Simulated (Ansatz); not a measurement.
# Heat carried by phonons in ZnSe (Stilleite, F-43m), part 2 of 3

Wanted: κ(T), lifetimes and mean free paths for ZnSe (Stilleite).

Experimental results on record:
- thermal conductivity 19 W/m/K near room temperature (given in “Combining the AFLOW GIBBS and Elastic Libraries to efficiently and robustly screen thermo-mechanical properties of solids”, 2017, arXiv:1611.05714)

Ansatz 0.2.0; DFT LDA, scalar-relativistic, plane waves, PAW; PAW set soft_1.

So far. Step 2 (A first coarse run): The start is under -3.4 GPa at this level and looks like an insulator or semiconductor on this mesh. Step 4 (Tight relaxation): The residual pressure is -0.0024 GPa, small enough for phonons. The relaxed cell has a = 5.567 Å (conventional setting).

## (5) Anharmonic force constants and conductivity

The supercell must be wider than twice the pair cutoff, and the number of displaced cells grows with the pairs inside it, which is where the cost lies.

File input.yaml:

```yaml
crystal:
  lattice:
    - [0.0, 2.7836755404, 2.7836755404]
    - [2.7836755404, 0.0, 2.7836755404]
    - [2.7836755404, 2.7836755404, 0.0]
  atoms:
    - { symbol: Zn, position: [0.0, 0.0, 0.0] }
    - { symbol: Se, position: [0.25, 0.25, 0.25] }
kpoints:
  mp_grid: { grid: [12, 12, 12] }
hamiltonian:
  xc: lda
  pseudopotentials: { kind: paw, azcp: { folder: soft_1 }, xc_functional: pbe }
scf:
  occupations: { method: fixed }
  lower_state_search: "off"
output:
  eigenvalues: true
phonons:
  method: fd
  dielectric: true
  qmesh: [6, 6, 6]
  temperatures: { t_max: 1000, t_step: 50 }
  qpath:
    path:
      - [[0.0, 0.0, 0.0], [0.5, 0.0, 0.5], [0.5, 0.25, 0.75], [0.375, 0.375, 0.75], [0.0, 0.0, 0.0], [0.5, 0.5, 0.5], [0.625, 0.25, 0.625], [0.5, 0.25, 0.75], [0.5, 0.5, 0.5], [0.375, 0.375, 0.75]]
      - [[0.625, 0.25, 0.625], [0.5, 0.0, 0.5]]
    npoints: 10
  third_order: { supercell: [3, 3, 3], pair_cutoff: 4.766 }
  lattice_thermal_conductivity:
    qmesh: [19, 19, 19]
    temperatures: [100.0, 150.0, 200.0, 300.0, 400.0, 500.0, 600.0, 800.0]
    isotope_mass_variance:
      - { species: Se, variance: 0.0004628 }
      - { species: Zn, variance: 0.0005982 }
```

The run is started by

```
$ ansatz run input.yaml --threads 18 --pin off --max-ram 92160MiB --backend cuda --events-out ev --progress --plain --runs-dir out --max-vram 78GiB
```

Numbers of over 12 decimals in the logs are rounded to 6 here.

The log of the run:

```text
Warning: phonons: the dynamical matrix that this run interpolates holds no multipole term above the dipole-dipole one, and a site of this crystal is no centre of inversion, so its interpolated transverse optical and acoustic branches and sound speeds can stay off near Gamma, and the density of states and the thermodynamics with them. What a run solves at a wave vector of phonons.qpoints, Gamma apart, where the deck admits one, is free of this, and under fd what a larger phonons.supercell samples
Warning: phonons.dielectric: true without phonons.rigid_motions: the static dielectric tensor ε⁰ will be withheld (ε∞, Z* and the rows of modes are given); for a crystal or a slab, whose only rigid motions are the translations, set phonons.rigid_motions: translations
Warning: phonons.third_order: as it is cut ahead of every solve, the batch solves 125 displaced supercells where 101 would do. It runs under 24 of the 648 operations that the crystal's space group holds on the batch's supercell: the run's FFT boxes carry no more. The force constants lose no accuracy. For the smaller batch, try basis.xc_grid above 1 where it is 1, a denser FFT box (accuracy: high where it is lower, or a larger basis.ecutrho_ratio), or the same crystal shifted so that one of its atoms lies at the cell's origin: each can bring back operations that the batch needs, and none is sure to; [rest of the remark cut]
[...]
Crystal: 12 atoms, lattice volume = 258.843 Å³
Basis set: ecut = 420 eV, 5057 PW (Γ), FFT grids on a1, a1+a2, 2a1+a3
Bands: 101, of which v1, the nominal top of the filled ones, is band 84 counted from 1 (83 counted from 0)
Symmetry: 12 space group operations
k-points: 94 of 288 (time reversal used)
[...]
SCF iter   1: F=—  HF=-51785.168985 eV  |F-HF|=—  |Δ(HF+E_count)|=         —  Δρ=6.59e-8  dr2=4.94e-12  ethr=1.00e-12  ⟨swp⟩=3.0  Hψ=24440  notcnv=0
[...]
SCF iter   2: F=-51785.168985 eV  HF=-51785.168985 eV  |F-HF|=1.46e-11  |Δ(HF+E_count)|=  7.28e-12  Δρ=1.54e-8  dr2=3.16e-13  ethr=1.00e-12  ⟨swp⟩=4.0  Hψ=28600  notcnv=0
SCF 1 converged in 2 iterations: F = -51785.168985 eV  dr2 = 3.16e-13
[...]
Crystal: 2 atoms, lattice volume = 43.141 Å³
Basis set: ecut = 420 eV, 869 PW (Γ), exchange–correlation on 54×54×54 points (8 copies of the dense FFT grid, shifted against one another)
Bands: 18, of which v1, the nominal top of the filled ones, is band 14 counted from 1 (13 counted from 0)
Symmetry: 24 space group operations
[...]
SCF 2 converged in 3 iterations: F = -8630.861499 eV  dr2 = 5.05e-11
[...]
symmetry images taken by strict's conditions (phonons.symmetry_images: auto; settled by no image being taken that strict refuses); asymmetry of the core-correction force 1.4e-7 eV/Å at the most on a site, 1.4e-6 eV/Å summed over every site of the supercell
  q = [0.0000, 0.0000, 0.0000] (star 1, supercell 1; hermiticity 9.54e-17, symmetrization 5.07e-7): -0.00 -0.00 0.00 217.80 217.80 217.80
[...]
joined force constants: q→R imaginary residual 5.19e-19
  density of states and harmonic sums: on the 24×24×24 q-mesh, interpolated from the force constants of a 6×6×6 supercell (with the dipole–dipole term)
  largest difference from the sums on the solved wave vectors: F 4.08e-3 eV, S 5.26e-6 and C_V 1.18e-6 eV/K
  zero-point energy: 0.059450 eV/cell   skipped modes (ω ≤ 0): 3   left out of the sums: 3.62e-5 of the cell's modes: C_V's classical limit lies that fraction below 3 k_B per atom; for a crystal, a wire or a layer, F and S can be off by more, and a phonons.interpolated_qmesh denser along its periods is the remedy for the sampling
--- Third-order force constants: 148 member SCFs in a 3×3×3 supercell (pair cutoff 4.766 Å, amplitude 0.03 Å, SCF threshold 1.00e-9 eV, Σ member SCF iterations 1332) ---
[...]
sum-rule residual: 2.698e-1 → 1.609e-14 eV/Å³; symmetrization residual: 1.276e-2 eV/Å³; largest sum-rule correction relative to its orbit: 3.365e-1, on the orbit of the block of home site 0 with site 1 of cell (-1, -1, 0) and site 1 of cell (-1, -1, 0), whose norm before the correction was 1.423e-1 eV/Å³
--- Lattice thermal conductivity: 19×19×19 mesh (220 irreducible points), tetrahedron method ---
  three-phonon and isotope scattering only; four-phonon, boundary and, in a metal, phonon-electron scattering are left out
  each conductivity is what the modes' populations carry and what the coherences between them add
  conductivity (a third of the tensor's trace), W/(m K), in the relaxation-time approximation and from the full solution:
       T (K)   relaxation time   full solution  iterations             ending  least Ritz value
      100.00           87.6449         89.4348           6          converged          8.235e-1
      150.00           52.9073         54.5204           6          converged          7.975e-1
      200.00           38.5104         39.8875           6          converged          7.839e-1
      300.00           25.3798         26.4195           7          converged          7.669e-1
      400.00           19.0843         19.9148           7          converged          7.575e-1
      500.00           15.3416         16.0322           7          converged          7.512e-1
      600.00           12.8481         13.4391           7          converged          7.465e-1
      800.00            9.7225         10.1812           7          converged          7.400e-1
```

Run time: 26 min. Hardware: 1 × NVIDIA GB200 with 18 threads of Arm Neoverse V2, shared host; peak memory 4.2 GiB.

Numbers from this step:

```yaml
gamma_frequencies: 0, 0, 0, 217.8, 217.8, 217.8 cm⁻¹ (negative: imaginary)
lowest_frequency_on_the_path: 0 cm⁻¹
zero_point_energy: 0.05945 eV/cell
point_group: -43m
highest_frequency: 252.8 cm⁻¹
debye_temperature_from_the_second_moment: 324 K
kappa_at_300_k_relaxation_time: 25.38 W/m/K
kappa_at_300_k_full_solution: 26.42 W/m/K
dipole_term: run
mean_free_path_at_half_of_kappa: 219 nm
share_of_kappa_above_the_three_lowest_branches: 0.027
third_order_blocks: 842
periodic_aliases_dropped: 168
largest_relative_sum_rule_correction: 0.3365
displaced_cells_third_order: 148
```

LO-TO term included. The phonon branches at the labelled points (cm⁻¹):

| point | branch 1 | branch 2 | branch 3 | branch 4 | branch 5 | branch 6 |
| --- | --- | --- | --- | --- | --- | --- |
| Γ | 0 | 0 | 0 | 218 | 218 | 253 |
| halfway | 62 | 62 | 118 | 218 | 218 | 244 |
| X | 70 | 70 | 200 | 205 | 223 | 223 |
| halfway | 77 | 82 | 192 | 196 | 224 | 230 |
| W | 84 | 94 | 185 | 186 | 225 | 234 |
| halfway | 78 | 93 | 182 | 193 | 223 | 234 |
| K | 70 | 94 | 184 | 197 | 221 | 234 |
| halfway | 52 | 74 | 122 | 218 | 219 | 240 |
| Γ | 0 | 0 | 0 | 218 | 218 | 253 |
| halfway | 45 | 45 | 115 | 218 | 218 | 242 |
| L | 54 | 54 | 175 | 220 | 220 | 221 |
| halfway | 64 | 85 | 164 | 212 | 220 | 232 |
| U | 70 | 94 | 184 | 197 | 221 | 234 |
| halfway | 78 | 93 | 182 | 193 | 223 | 234 |
| W | 84 | 94 | 185 | 186 | 225 | 234 |
| halfway | 69 | 88 | 164 | 209 | 221 | 233 |
| L | 54 | 54 | 175 | 220 | 220 | 221 |
| halfway | 64 | 85 | 164 | 212 | 220 | 232 |
| K | 70 | 94 | 184 | 197 | 221 | 234 |
| jump to U | 70 | 94 | 184 | 197 | 221 | 234 |
| halfway | 70 | 80 | 195 | 200 | 223 | 228 |
| X | 70 | 70 | 200 | 205 | 223 | 223 |

The phonon branches as a text plot (rows in cm⁻¹):

```
    248 |*****                *********
    237 |     *      *********         *    **********     ****
    226 |      ***********              ****   ****** ** **   ***
    216 |********         *********************      *********
    205 |        **                          **     **      *  **
    195 |        ****  ****                    *** *         ****
    184 |       *   ******                     ****           *
    174 |                 *              **  **    **  ***  **
    163 |                               *  **        **   **
    153 |      *           *           *
    142 |     *             *
    132 |
    121 |    *               *
    111 |                             *
    100 |   *             *   *               *              *
     90 |           ****** *         *      ** *******     ** *
     79 |  *       *****    *  *                *****     *    *
     68 |     *****     **** *      *      *****     ***   ******
     58 |   **              * * *        ***          *****
     47 | **                 ***      ***
     37 |                      **    *
     26 |**                     ** **
     16 |*                       * *
      5 |                         *
         Γ       X    W  K        Γ      L     U  W     L   K|U X
```

W/m/K. Kappa, by row:

| T (K) | RTA xx | RTA yy | RTA zz | full xx | full yy | full zz | coherence part xx | coherence part yy | coherence part zz | ending | iterations | least Ritz value |
| --- | --- | --- | --- | --- | --- | --- | --- | --- | --- | --- | --- | --- |
| 100 | 87.64 | 87.64 | 87.64 | 89.43 | 89.43 | 89.43 | 0.01231 | 0.01231 | 0.01231 | converged | 6 | 0.823 |
| 150 | 52.91 | 52.91 | 52.91 | 54.52 | 54.52 | 54.52 | 0.021 | 0.021 | 0.021 | converged | 6 | 0.798 |
| 200 | 38.51 | 38.51 | 38.51 | 39.89 | 39.89 | 39.89 | 0.028 | 0.028 | 0.028 | converged | 6 | 0.784 |
| 300 | 25.38 | 25.38 | 25.38 | 26.42 | 26.42 | 26.42 | 0.0394 | 0.0394 | 0.0394 | converged | 7 | 0.767 |
| 400 | 19.08 | 19.08 | 19.08 | 19.91 | 19.91 | 19.91 | 0.04901 | 0.04901 | 0.04901 | converged | 7 | 0.758 |
| 500 | 15.34 | 15.34 | 15.34 | 16.03 | 16.03 | 16.03 | 0.05752 | 0.05752 | 0.05752 | converged | 7 | 0.751 |
| 600 | 12.85 | 12.85 | 12.85 | 13.44 | 13.44 | 13.44 | 0.06516 | 0.06516 | 0.06516 | converged | 7 | 0.746 |
| 800 | 9.723 | 9.723 | 9.723 | 10.18 | 10.18 | 10.18 | 0.07841 | 0.07841 | 0.07841 | converged | 7 | 0.74 |

Table of lattice thermal conductivity by temperature:

| temperature (K) | RTA xx (W/m/K) | full xx (W/m/K) |
| --- | --- | --- |
| 100 | 87.6 | 89.4 |
| 150 | 52.9 | 54.5 |
| 200 | 38.5 | 39.9 |
| 300 | 25.4 | 26.4 |
| 400 | 19.1 | 19.9 |
| 500 | 15.3 | 16.0 |
| 600 | 12.8 | 13.4 |
| 800 | 9.72 | 10.2 |

The modes has structure finer than the step of the table below, so its rows give means over 5 cm⁻¹, whole bins alone (the curve runs from -10 to 270 cm⁻¹). Peaks (cm⁻¹: height): Se 69.2: 0.0312, 220.5: 0.115, 232.8: 0.0588; Zn 69.2: 0.0403, 164.2: 0.0160, 218.7: 0.105, 234.5: 0.0366.

Phonopy on the run's constants, 17x17x17 mesh, Gaussian sigma 2.0 cm⁻¹. The modes by wavenumber; means over each step; values in 1/cm⁻¹/cell:

| wavenumber (cm⁻¹) | Se | Zn |
| --- | --- | --- |
| -5 | 7.4e-6 | 6.9e-6 |
| 0 | 4.8e-5 | 4.1e-5 |
| 5 | 1.2e-5 | 1.1e-5 |
| 10 | 1.9e-4 | 1.5e-4 |
| 15 | 4.2e-4 | 3.5e-4 |
| 20 | 3.8e-4 | 3.2e-4 |
| 25 | 0.00126 | 0.00109 |
| 30 | 0.00159 | 0.00139 |
| 35 | 0.00213 | 0.00192 |
| 40 | 0.00320 | 0.00297 |
| 45 | 0.00488 | 0.00466 |
| 50 | 0.00897 | 0.00897 |
| 55 | 0.0147 | 0.0155 |
| 60 | 0.0184 | 0.0205 |
| 65 | 0.0234 | 0.0282 |
| 70 | 0.0288 | 0.0377 |
| 75 | 0.0207 | 0.0288 |
| 80 | 0.0150 | 0.0220 |
| 85 | 0.0124 | 0.0187 |
| 90 | 0.0136 | 0.0209 |
| 95 | 0.00974 | 0.0157 |
| 100 | 0.00213 | 0.00261 |
| 105 | 0.00152 | 0.00137 |
| 110 | 0.00174 | 0.00158 |
| 115 | 0.00182 | 0.00167 |
| 120 | 0.00232 | 0.00217 |
| 125 | 0.00262 | 0.00245 |
| 130 | 0.00292 | 0.00280 |
| 135 | 0.00368 | 0.00355 |
| 140 | 0.00411 | 0.00405 |
| 145 | 0.00502 | 0.00503 |
| 150 | 0.00603 | 0.00619 |
| 155 | 0.00771 | 0.00811 |
| 160 | 0.0105 | 0.0117 |
| 165 | 0.0131 | 0.0148 |
| 170 | 0.00971 | 0.0104 |
| 175 | 0.00696 | 0.00666 |
| 180 | 0.00532 | 0.00447 |
| 185 | 0.00427 | 0.00297 |
| 190 | 0.00380 | 0.00265 |
| 195 | 0.00560 | 0.00555 |
| 200 | 0.00817 | 0.00946 |
| 205 | 0.0107 | 0.0118 |
| 210 | 0.0138 | 0.0144 |
| 215 | 0.0408 | 0.0398 |
| 220 | 0.100 | 0.0889 |
| 225 | 0.0370 | 0.0278 |
| 230 | 0.0360 | 0.0227 |
| 235 | 0.0478 | 0.0308 |
| 240 | 0.0142 | 0.0120 |
| 245 | 0.00643 | 0.00700 |
| 250 | 0.00317 | 0.00367 |
| 255 | 4.2e-4 | 5.0e-4 |
| 260 | 1.7e-6 | 1.7e-6 |

Distinct triplets, nearest first. Third order norms, by row:

| sites | side 1 (Å) | side 2 (Å) | side 3 (Å) | norm of the 27 components (eV/Å³) |
| --- | --- | --- | --- | --- |
| Zn-Zn-Zn | 0 | 0 | 0 | 56.14 |
| Se-Se-Se | 0 | 0 | 0 | 60.12 |
| Zn-Se-Se | 0 | 2.41 | 2.41 | 24.46 |
| Zn-Se-Zn | 0 | 2.41 | 2.41 | 24.66 |
| Zn-Zn-Se | 2.41 | 2.41 | 3.94 | 0.548 |
| Zn-Se-Se | 2.41 | 2.41 | 3.94 | 0.573 |
| Zn-Zn-Zn | 0 | 3.94 | 3.94 | 0.413 |
| Zn-Zn-Zn | 3.94 | 3.94 | 3.94 | 0.077 |
| Zn-Zn-Zn | 3.94 | 3.94 | 3.94 | 0.025 |
| Se-Se-Se | 0 | 3.94 | 3.94 | 1.26 |
| Se-Se-Se | 3.94 | 3.94 | 3.94 | 0.033 |
| Se-Se-Se | 3.94 | 3.94 | 3.94 | 0.141 |
| Zn-Se-Zn | 2.41 | 3.94 | 4.62 | 0.098 |
| Zn-Se-Se | 2.41 | 3.94 | 4.62 | 0.087 |
| Zn-Se-Se | 0 | 4.62 | 4.62 | 0.124 |
| Zn-Se-Se | 3.94 | 4.62 | 4.62 | 0.014 |
| Zn-Se-Se | 3.94 | 4.62 | 4.62 | 0.033 |
| Zn-Se-Zn | 3.94 | 4.62 | 4.62 | 0.012 |
| Zn-Se-Zn | 0 | 4.62 | 4.62 | 0.082 |

Born charge (rows field, columns displacement) (e), principal values of the symmetric part by kind of site:

| atom | atoms with these values | low | middle | high | mean |
| --- | --- | --- | --- | --- | --- |
| Zn1 | 1 | 1.97 | 1.97 | 1.97 | 1.97 |
| Se2 | 1 | -1.97 | -1.97 | -1.97 | -1.97 |

In full for Zn1:

```
1.97 0.00 0.00
0.00 1.97 0.00
0.00 0.00 1.97
```

RTA, 300 K. Kappa by branch, by row:

| branch (by rank) | mean frequency (THz) | mean rms speed (km/s) | median lifetime (ps) | share of kappa |
| --- | --- | --- | --- | --- |
| 1 | 1.9 | 0.96 | 15.3 | 0.289 |
| 2 | 2.3 | 1.35 | 16.7 | 0.294 |
| 3 | 4.53 | 2.09 | 2.26 | 0.39 |
| 4 | 6.37 | 0.72 | 3.83 | 0.024 |
| 5 | 6.61 | 0.16 | 1.44 | 0 |
| 6 | 7.03 | 0.51 | 1.98 | 0.003 |

Table of spectral kappa at 300 K by frequency; read off at these points; values in W/m/K/THz:

| frequency (THz) | relaxation time (W/m/K/THz) | full solution (W/m/K/THz) |
| --- | --- | --- |
| 0.10 | 0 | 0 |
| 0.30 | 4.30 | 4.26 |
| 0.50 | 3.97 | 3.97 |
| 0.70 | 12.8 | 12.9 |
| 0.90 | 10.3 | 10.4 |
| 1.10 | 13.4 | 13.9 |
| 1.30 | 15.7 | 16.1 |
| 1.50 | 14.6 | 15.0 |
| 1.70 | 4.2 | 4.53 |
| 1.90 | 8.88 | 9.40 |
| 2.10 | 5.70 | 6.13 |
| 2.30 | 5.51 | 5.95 |
| 2.50 | 5.92 | 6.15 |
| 2.70 | 3.73 | 3.85 |
| 2.90 | 2.30 | 2.23 |
| 3.10 | 2.22 | 2.11 |
| 3.30 | 2.23 | 2.08 |
| 3.50 | 2.33 | 2.2 |
| 3.70 | 1.05 | 1.04 |
| 3.90 | 0.398 | 0.444 |
| 4.10 | 0.415 | 0.500 |
| 4.30 | 0.309 | 0.441 |
| 4.50 | 0.202 | 0.292 |
| 4.70 | 0.238 | 0.324 |
| 4.90 | 0.317 | 0.432 |
| 5.10 | 0.433 | 0.624 |
| 5.30 | 0.484 | 0.692 |
| 5.50 | 0.578 | 0.777 |
| 5.70 | 0.605 | 0.796 |
| 5.90 | 0.806 | 0.909 |
| 6.10 | 1.07 | 1.29 |
| 6.30 | 0.993 | 1.30 |
| 6.50 | 0.292 | 0.399 |
| 6.70 | 0.0530 | -0.0159 |
| 6.90 | 0.139 | 0.129 |
| 7.10 | 0.112 | 0.176 |
| 7.30 | 0.0449 | 0.114 |
| 7.50 | 0.00817 | 0.0294 |

Relaxation-time solution. The share of κ carried by shorter paths by mean free path:

| mean free path (nm) | 100 K | 300 K | 800 K |
| --- | --- | --- | --- |
| 0.464 | 0 | 0 | 0.001 |
| 0.681 | 0 | 0 | 0.003 |
| 1 | 0 | 0.001 | 0.007 |
| 1.47 | 0 | 0.002 | 0.012 |
| 2.15 | 0 | 0.005 | 0.019 |
| 3.16 | 0 | 0.009 | 0.03 |
| 4.64 | 0.001 | 0.014 | 0.057 |
| 6.81 | 0.002 | 0.021 | 0.105 |
| 10 | 0.005 | 0.04 | 0.155 |
| 14.7 | 0.008 | 0.075 | 0.212 |
| 21.5 | 0.015 | 0.124 | 0.288 |
| 31.6 | 0.027 | 0.168 | 0.347 |
| 46.4 | 0.048 | 0.251 | 0.409 |
| 68.1 | 0.084 | 0.295 | 0.468 |
| 100 | 0.126 | 0.366 | 0.549 |
| 147 | 0.184 | 0.435 | 0.684 |
| 215 | 0.226 | 0.497 | 0.754 |
| 316 | 0.307 | 0.568 | 0.827 |
| 464 | 0.336 | 0.72 | 0.835 |
| 681 | 0.394 | 0.764 | 0.967 |
| 1000 | 0.439 | 0.819 | 1 |
| 1470 | 0.509 | 0.867 | 1 |
| 2150 | 0.688 | 0.964 | 1 |
| 3160 | 0.779 | 1 | 1 |
| 4640 | 0.779 | 1 | 1 |
| 6810 | 0.9 | 1 | 1 |
| 10000 | 0.95 | 1 | 1 |
| 14700 | 1 | 1 | 1 |

(Part 2 of 3 ends here.)

[Logs are printed without paths, hosts, clocks, repeated set-up lines and the standing remarks that a program may print on its own settings, such as how far it seeks lower states.]

[Hosts, paths, dates, database ids (printed as entryN), source tags and the programs' standing remarks are cut or masked in the printed files.]

[A step with changed settings may run another functional than the one named; its input shows which.]
